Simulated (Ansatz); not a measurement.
## Slab bands of arsenene, single

Wanted: the bands of arsenene, single, and its levels against the vacuum.

Method: plane-wave DFT, PBE-D3(BJ), Ansatz PAW, in the first sound run; inputs show where later runs differ, in Ansatz 0.2.0.

The raw output is cut from this account; settings, times and results stay.

**1. The system as given**

The cell holds 2 atoms: 2 As. Cell: a = 3.610 Å, b = 3.610 Å, c = 19.400 Å, α = 90.0°, β = 90.0°, γ = 120.0°. Vacuum lies along c.

**2. Relaxation**

The structure is relaxed first, because levels and dipoles at a surface follow the positions of the outer atoms.

input.yaml reads:

```yaml
crystal:
  lattice:
    - [3.61, 0.0, 0.0]
    - [-1.805, 3.1263517077, 0.0]
    - [0.0, 0.0, 19.4]
  atoms:
    - { symbol: As, position: [0.6666666667, 0.3333333333, 0.4639175258] }
    - { symbol: As, position: [0.3333333333, 0.6666666667, 0.5360824742] }
kpoints:
  mp_grid: { grid: [12, 12, 1] }
hamiltonian:
  xc: pbe
  dispersion: d3bj
scf:
  occupations: { method: fermi_dirac, width: 0.1 }
  convergence: { dr2_threshold: 1.0e-08 }
efield:
  axis: 3
  dipole_correction: true
  ramp_position: 0.97
  ramp_width: 0.06
relax:
  f_tol: 0.01
  max_steps: 60
output:
  write_potential: true
  write_density: true
  volumetric_format: npy
```

Run with:

```
ansatz run input.yaml --threads 2 --pin off --max-ram 3072MiB --backend cpu --events-out ev --progress --plain --runs-dir out
```

Elapsed: 22 s, on 2 threads of AMD EPYC 7R43, shared host; peak memory 0.44 GiB.

Relaxation path:

```csv
step,energy less that of the first step (eV),largest force component (eV/Å)
1,0.0000,0.1564
2,-0.0001,0.1521
3,-0.0010,0.0020
```

The run keeps the 6 symmetry operations that the program found, so distortions that break them were not tested.

The relaxed structure:

```cif
data_structure
_symmetry_space_group_name_H-M 'P 1'
_symmetry_Int_Tables_number 1
_cell_length_a 3.6100
_cell_length_b 3.6100
_cell_length_c 19.4000
_cell_angle_alpha 90.000
_cell_angle_beta 90.000
_cell_angle_gamma 120.000
_cell_volume 218.95
loop_
_atom_site_label
_atom_site_type_symbol
_atom_site_fract_x
_atom_site_fract_y
_atom_site_fract_z
_atom_site_occupancy
As1 As 0.66667 0.33333 0.46424 1
As2 As 0.33333 0.66667 0.53576 1
```

The relaxation took 3 steps and lowered the energy by 9.8e-4 eV; the largest force on the free atoms ends at 0.0020 eV/Å.

The gap is 1.66 eV.

**3. Bands and layer weights**

This step: plane-wave DFT, PBE, Ansatz PAW (Ansatz 0.2.0).

The bands of the relaxed layer, with projections on the atoms.

input.yaml reads:

```yaml
crystal:
  lattice:
    - [3.61, 0.0, 0.0]
    - [-1.805, 3.1263517077, 0.0]
    - [0.0, 0.0, 19.4]
  atoms:
    - { symbol: As, position: [0.6666666667, 0.3333333333, 0.4642427906] }
    - { symbol: As, position: [0.3333333333, 0.6666666667, 0.5357572094] }
kpoints:
  mp_grid: { grid: [12, 12, 1] }
  band_path:
    path: [[0, 0, 0], [0.5, 0, 0], [0.33333333, 0.33333333, 0], [0, 0, 0]]
    npoints: 24
hamiltonian:
  xc: pbe
scf:
  occupations: { method: fermi_dirac, width: 0.05 }
  convergence: { dr2_threshold: 1.0e-09 }
efield:
  axis: 3
  dipole_correction: true
  ramp_position: 0.97
  ramp_width: 0.06
output:
  fatbands: true
  dos: { projected: true, e_range: [-8, 5] }
  write_potential: true
  write_density: true
  volumetric_format: npy
  elf: true
```

Elapsed: 18 s, on 2 threads; peak memory 0.49 GiB.

Numbers from this step:

```yaml
gap_along_the_path: 1.641 eV
smallest_direct_gap_along_the_path: 1.951 eV
ionisation_energy_upper_face: 5.396 eV
electron_affinity_upper_face: 3.754 eV
gap_the_smaller_of_path_and_mesh: 1.641 eV
```

The density of states has structure finer than the step of the table below, so its rows give means over 0.25 eV. Peaks (eV: height): -7.930: 5.96, -4.320: 5.73, -2.230: 3.37, -1.160: 8.57, 1.940: 2.99, 2.690: 4.81.

The density of states by energy, zero at the Fermi level of the run, which the smearing sets inside the gap; means over each step:

```
energy (eV)  density of states (states/eV a cell)
      -5.25                                6.5e-4
      -5.00                                 0.371
      -4.75                                 0.522
      -4.50                                 0.889
      -4.25                                  3.47
      -4.00                                 0.869
      -3.75                                 0.672
      -3.50                                  1.31
      -3.25                                  1.57
      -3.00                                  1.39
      -2.75                                  1.34
      -2.50                                  1.06
      -2.25                                  2.06
      -2.00                                  1.66
      -1.75                                  1.43
      -1.50                                  1.56
      -1.25                                  2.86
      -1.00                                 0.866
      -0.75                                0.0298
      -0.50                                     0
      -0.25                                     0
       0.00                                     0
       0.25                                     0
       0.50                                     0
       0.75                               0.00717
       1.00                                 0.646
       1.25                                  1.28
       1.50                                  1.86
       1.75                                  2.57
       2.00                                  1.68
       2.25                                0.0593
       2.50                                  1.19
```

Projected DOS per atom over height of the atomic layer and energy from the Fermi level. Layers: As As from below.

Ten even steps from '0' (0.00 states/eV) to '9' (1.12 states/eV), each cell a mean:
```
77
44
88
33
00
00
00
22
99
66
77
55
66
33
99
22
00
00
00
00
00
22
```
Columns: height of the atomic layer (Å) from 9.01 to 10.4; rows upwards: energy from the Fermi level (eV) from -7.96 to 2.75.

Electronic bands along the path, in eV, zero at the Fermi level of the run, which the smearing sets inside the gap:

```
  point  band 12  band 13  band 14  band 15  band 16  band 17  band 18  band 19
      Γ    -7.93    -1.30    -0.80    -0.80     1.15     2.71     2.71     4.10
halfway    -8.13    -3.97    -1.94    -1.18     0.96     3.54     3.65     4.92
      M    -9.88    -4.16    -2.66    -2.33     1.20     2.40     3.75     5.54
halfway   -10.01    -4.52    -3.22    -2.33     1.92     2.87     3.43     6.06
      K   -10.71    -5.12    -2.75    -2.75     1.27     3.82     3.82     7.32
halfway    -8.30    -3.97    -3.03    -1.16     2.02     2.71     3.94     5.31
      Γ    -7.93    -1.30    -0.80    -0.80     1.15     2.71     2.71     4.10
```

Valence density in the ca plane at fractional y = 0.333, with atoms of As within 0.2 Å of it. It is the smooth field of the valence electrons, not physical close to the nuclei.

Values in e/Å³, 5 rows by 16 columns, each cell a mean:
```
 0  0  0  0  0  0  0  0  1  1  0  0  0  0  0  0
 0  0  0  0  0  0  0  0  6 11  0  0  0  0  0  0
 0  0  0  0  0  0  0  0  1  2  0  0  0  0  0  0
 0  0  0  0  0  0  0  0  0  0  0  0  0  0  0  0
 0  0  0  0  0  0  0  0  0  0  0  0  0  0  0  0
```
Columns run along c (16.0 Å, from fractional 0.00 to 0.82 of the cell), rows up along a (3.6 Å). Atoms in or near the plane, at fractional coordinates: As at (0.46, 0.67).

Electrostatic potential energy in the ca plane at fractional y = 0.333, with atoms of As within 0.2 Å of it. With pseudopotentials it is smooth inside the atoms' cores, unlike the true potential.

Ten even steps from '0' (-13 eV) to '9' (3 eV), each cell a mean:
```
99999999999999999999987300256789999999999999
99999999999999999999983033026899999999999999
99999999999999999999971299306899999999999999
99999999999999999999971178106899999999999999
99999999999999999999985000037889999999999999
99999999999999999999998533456678999999999999
99999999999999999999999877653468999999999999
99999999999999999999999888742358999999999999
99999999999999999999998776655578999999999999
```
Columns run along c (16.0 Å, from fractional 0.00 to 0.82 of the cell; values clipped at the 3rd and 97th percentile), rows up along a (3.6 Å). Atoms in or near the plane, at fractional coordinates: As at (0.46, 0.67).

ELF in the ca plane at fractional y = 0.333, with atoms of As within 0.2 Å of it. It is the smooth field of the valence electrons, not physical close to the nuclei.

Ten even steps from '0' (0.00) to '9' (0.90), each cell a mean:
```
00000000000000000013688776665432100000000000
00000000000000000146899854554210000000000000
00000000000000000257999632354200000000000000
00000000000000000247999743454210000000000000
00000000000000000125799866665321100000000000
00000000000000000002456666665554310000000000
00000000000000000000011234555677631000000000
00000000000000000000000113455677642000000000
00000000000000000000124445666666531000000000
```
Columns run along c (16.0 Å, from fractional 0.00 to 0.82 of the cell), rows up along a (3.6 Å). Atoms in or near the plane, at fractional coordinates: As at (0.46, 0.67).

The gap is 1.64 eV, with the valence edge 5.40 eV and the conduction edge 3.75 eV under the upper vacuum level. Spin-orbit coupling is still left out here.

**4. With spin-orbit coupling**

This step: plane-wave DFT, PBE, fully relativistic PAW with spin-orbit coupling (Ansatz 0.2.0).

Heavy atoms split their bands by spin-orbit coupling, so the bands are run again with fully relativistic files.

input.yaml, the sections that differ from step 3:

```yaml
hamiltonian:
  xc: pbe
  pseudopotentials: { kind: paw_fr }
magnetization:
  noncollinear: true
  spin_orbit: true
scf:
  occupations: { method: fermi_dirac, width: 0.05 }
  convergence: { dr2_threshold: 1.0e-08 }
output:
  fatbands: true
  write_potential: true
  write_density: true
  volumetric_format: npy
kpoints:
  mp_grid: { grid: [12, 12, 1] }
  band_path:
    path: [[0, 0, 0], [0.5, 0, 0], [0.33333333, 0.33333333, 0], [0, 0, 0]]
    npoints: 14
# crystal, efield: as in step 3
```

Wall time 84 s (2 threads); peak memory 0.91 GiB; 2.5 min of CPU time.

Numbers from this step:

| Item | Value |
| --- | --- |
| gap along the path | 1.520 eV |
| smallest direct gap along the path | 1.819 eV |
| ionisation energy, upper face | 5.271 eV |
| electron affinity, upper face | 3.750 eV |
| gap, the smaller of path and mesh | 1.520 eV |

The electronic bands at the labelled points (eV, zero at the Fermi level of the run, which the smearing sets inside the gap):

| point | band 27 | band 28 | band 29 | band 30 | band 31 | band 32 | band 33 | band 34 |
| --- | --- | --- | --- | --- | --- | --- | --- | --- |
| Γ | -0.92 | -0.92 | -0.72 | -0.72 | 1.10 | 1.10 | 2.55 | 2.55 |
| halfway | -1.99 | -1.99 | -1.21 | -1.21 | 0.92 | 0.92 | 3.47 | 3.47 |
| M | -2.73 | -2.73 | -2.34 | -2.34 | 1.15 | 1.15 | 2.36 | 2.36 |
| halfway | -3.27 | -3.27 | -2.37 | -2.37 | 1.88 | 1.88 | 2.83 | 2.83 |
| K | -2.83 | -2.83 | -2.76 | -2.76 | 1.22 | 1.22 | 3.73 | 3.73 |
| halfway | -3.07 | -3.07 | -1.21 | -1.21 | 1.97 | 1.97 | 2.66 | 2.66 |
| Γ | -0.92 | -0.92 | -0.72 | -0.72 | 1.10 | 1.10 | 2.55 | 2.55 |

The gap is 1.52 eV, with the valence edge 5.27 eV and the conduction edge 3.75 eV under the upper vacuum level.

**5. Close to the zone centre**

A Rashba splitting shows at small k, so a short path out of the zone centre is sampled finely.

input.yaml: that of step 4 with these lines changed.

```diff
@@ -29,4 +29,2 @@
   mp_grid: { grid: [12, 12, 1] }
-  band_path:
-    path: [[0, 0, 0], [0.5, 0, 0], [0.33333333, 0.33333333, 0], [0, 0, 0]]
-    npoints: 14
+  band_path: { path: [[0, 0, 0], [0.1493, 0, 0]], npoints: 30 }
```

Elapsed: 66 s, on 2 threads; peak memory 0.91 GiB; 1.9 min of CPU time.

Read from the output:

* gap along the path: 1.819 eV
* gap, the smaller of path and mesh: 1.532 eV

The electronic bands at the labelled points (eV, zero at the Fermi level of the run, which the smearing sets inside the gap):

```csv
point,band 27,band 28,band 29,band 30,band 31,band 32,band 33,band 34
Γ,-0.92,-0.92,-0.72,-0.72,1.10,1.10,2.55,2.55
halfway,-1.30,-1.30,-0.97,-0.97,1.66,1.66,2.53,2.53
end,-1.44,-1.44,-1.18,-1.18,1.55,1.55,3.07,3.07
```

The levels on this short path go into the next step. The band edges sampled here don't span that gap, so no ionisation energy or affinity is read off.

**6. Varying the input**

This step: plane-wave DFT, PBE, Ansatz PAW, but for the change named below (Ansatz 0.2.0).

A run with a changed input: it repeats the earlier run with scf.algorithm to density_mixing and magnetization to spin_polarized: true; its output block differs too.

input.yaml reads:

```yaml
crystal:
  lattice:
    - [3.61, 0.0, 0.0]
    - [-1.805, 3.1263517077, 0.0]
    - [0.0, 0.0, 19.4]
  atoms:
    - { symbol: As, position: [0.6666666667, 0.3333333333, 0.4642427906], spin: 2.0 }
    - { symbol: As, position: [0.3333333333, 0.6666666667, 0.5357572094], spin: 2.0 }
kpoints:
  mp_grid: { grid: [12, 12, 1] }
  band_path:
    path: [[0, 0, 0], [0.5, 0, 0], [0.33333333, 0.33333333, 0], [0, 0, 0]]
    npoints: 24
hamiltonian:
  xc: pbe
scf:
  occupations: { method: fermi_dirac, width: 0.05 }
  convergence: { dr2_threshold: 1.0e-09 }
  algorithm: density_mixing
efield:
  axis: 3
  dipole_correction: true
  ramp_position: 0.97
  ramp_width: 0.06
output:
  fatbands: true
  dos: { projected: true, e_range: [-8, 5] }
  write_potential: true
  write_density: true
  volumetric_format: npy
magnetization:
  spin_polarized: true
```

The job ended after 47 s (2 threads; peak memory 0.64 GiB; 82 s of CPU time).

Numbers from this step:

| Quantity | Value |
| --- | --- |
| gap along the path | 1.641 eV |
| ionisation energy, upper face | 5.395 eV |
| electron affinity, upper face | 3.754 eV |
| gap, the smaller of path and mesh | 1.641 eV |

The density of states has structure finer than the step of the table below, so its rows give means over 0.25 eV. Peaks (eV: height): total -7.930: 5.96, -4.320: 5.73, -2.230: 3.37, -1.160: 8.57, 1.940: 2.99, 2.690: 4.81; up = down -7.930: 2.98, -4.320: 2.86, -2.230: 1.69, -1.160: 4.28, 1.940: 1.50, 2.690: 2.41.

Table of density of states by energy, zero at the Fermi level of the run, which the smearing sets inside the gap; means over each step; values in states/eV a cell:

```
energy (eV)    total  up = down
      -5.25   6.5e-4     3.2e-4
      -5.00    0.371      0.185
      -4.75    0.522      0.261
      -4.50    0.889      0.444
      -4.25     3.47       1.74
      -4.00    0.869      0.434
      -3.75    0.672      0.336
      -3.50     1.31      0.657
      -3.25     1.57      0.787
      -3.00     1.39      0.696
      -2.75     1.34      0.672
      -2.50     1.06      0.528
      -2.25     2.06       1.03
      -2.00     1.66      0.828
      -1.75     1.43      0.715
      -1.50     1.56      0.779
      -1.25     2.86       1.43
      -1.00    0.866      0.433
      -0.75   0.0297     0.0149
      -0.50        0          0
      -0.25        0          0
       0.00        0          0
       0.25        0          0
       0.50        0          0
       0.75  0.00717    0.00359
       1.00    0.646      0.323
       1.25     1.28      0.642
       1.50     1.86      0.928
       1.75     2.57       1.29
       2.00     1.68      0.839
       2.25   0.0593     0.0297
       2.50     1.19      0.593
```

Projected DOS per atom over height of the atomic layer and energy from the Fermi level. Layers: As As from below.

Values in states/eV, 22 rows by 2 columns, each cell a mean:
```
0.80 0.80
0.55 0.55
0.97 0.97
0.38 0.38
0.00 0.00
0.00 0.00
0.00 0.00
0.25 0.25
1.01 1.01
0.76 0.76
0.82 0.82
0.67 0.67
0.75 0.75
0.39 0.39
1.12 1.12
0.25 0.25
0.01 0.01
0.00 0.00
0.00 0.00
0.00 0.00
0.00 0.00
0.30 0.30
```
Columns: height of the atomic layer (Å) from 9.01 to 10.4; rows upwards: energy from the Fermi level (eV) from -7.96 to 2.75.

Projected DOS per atom, spin up over height of the atomic layer and energy from the Fermi level. Layers: As As from below.

Ten even steps from '_' (0.00 states/eV) to '@' (0.56 states/eV), each cell a mean:
```
####
====
%%%%
----
____
____
____
::::
%%%%
****
####
++++
****
----
@@@@
::::
____
____
____
____
____
::::
```
Columns: height of the atomic layer (Å) from 9.01 to 10.4; rows upwards: energy from the Fermi level (eV) from -7.96 to 2.75.

Projected DOS per atom, spin down over height of the atomic layer and energy from the Fermi level. Layers: As As from below.

Values in states/eV, 22 rows by 2 columns, each cell a mean:
```
0.40 0.40
0.28 0.28
0.49 0.49
0.19 0.19
0.00 0.00
0.00 0.00
0.00 0.00
0.13 0.13
0.51 0.51
0.38 0.38
0.41 0.41
0.33 0.33
0.38 0.38
0.19 0.19
0.56 0.56
0.12 0.12
0.00 0.00
0.00 0.00
0.00 0.00
0.00 0.00
0.00 0.00
0.15 0.15
```
Columns: height of the atomic layer (Å) from 9.01 to 10.4; rows upwards: energy from the Fermi level (eV) from -7.96 to 2.75.

Deep bands are left out, so band numbers here count from the lowest band kept and differ from the log's. The electronic bands at the labelled points (eV, zero at the Fermi level of the run, which the smearing sets inside the gap; # counts the bands kept):

```
  point  up #2  up #3  up #4  up #5  down #2  down #3  down #4  down #5
      Γ  -1.30  -0.80  -0.80   1.15    -1.30    -0.80    -0.80     1.15
halfway  -3.97  -1.94  -1.18   0.96    -3.97    -1.94    -1.18     0.96
      M  -4.16  -2.66  -2.33   1.20    -4.16    -2.66    -2.33     1.20
halfway  -4.52  -3.22  -2.33   1.92    -4.52    -3.22    -2.33     1.92
      K  -5.12  -2.75  -2.75   1.27    -5.12    -2.75    -2.75     1.27
halfway  -3.97  -3.03  -1.16   2.02    -3.97    -3.03    -1.16     2.02
      Γ  -1.30  -0.80  -0.80   1.15    -1.30    -0.80    -0.80     1.15
```

| quantity | this run | earlier run | difference |
| --- | --- | --- | --- |
| ionisation energy, upper face (eV) | 5.395 | 5.396 | -5.2e-5 |
| electron affinity, upper face (eV) | 3.754 | 3.754 | 2.4e-5 |
| gap along the path (eV) | 1.641 | 1.641 | -7.6e-5 |

Nothing in the table moves by 0.01 in its unit. The run took 14 SCF cycles against 9.

**7. Outcome**

- ionisation energy, upper face, without spin-orbit coupling: 5.40 eV
- electron affinity, upper face, without spin-orbit coupling: 3.75 eV
- ionisation energy, upper face, with spin-orbit coupling: 5.27 eV
- electron affinity, upper face, with spin-orbit coupling: 3.75 eV
- gap without spin-orbit coupling: 1.64 eV
- gap with spin-orbit coupling: 1.52 eV

The slab is too thin to part surface from interior; its gap is 1.64 eV. Spin-orbit coupling changes the gap from 1.64 to 1.52 eV. The slab has an inversion centre, so with spin-orbit coupling every level stays doubly degenerate, and a Rashba splitting of one face can't be read off as a split pair. Semilocal functionals give gaps that are too small, and confinement in a thin slab widens them. The in-plane lattice is held at a typed value, so part of the relaxation answers the strain against the functional's own lattice constant. Image-potential states are missing at this level, since the potential falls off too fast in the vacuum.

[Long decimals in the printed logs are rounded to 6 places.]

[Logs are printed without paths, hosts, clocks, repeated set-up lines and the standing remarks that a program may print on its own settings, such as how far it seeks lower states.]

[Hosts, paths, dates, database ids (printed as entryN), source tags and the programs' standing remarks are cut or masked in the printed files.]

[Maps of the electrostatic potential energy from Ansatz leave out the sawtooth potential of an applied field or a dipole correction, so their vacuum need not be flat; planar profiles and work functions include it.]

[The density of states shown here was stored with 400 of the rows of the run's finer table, so its peaks can read low, often by over a quarter, or be missed, and its means over a window can be off by a tenth or more.]
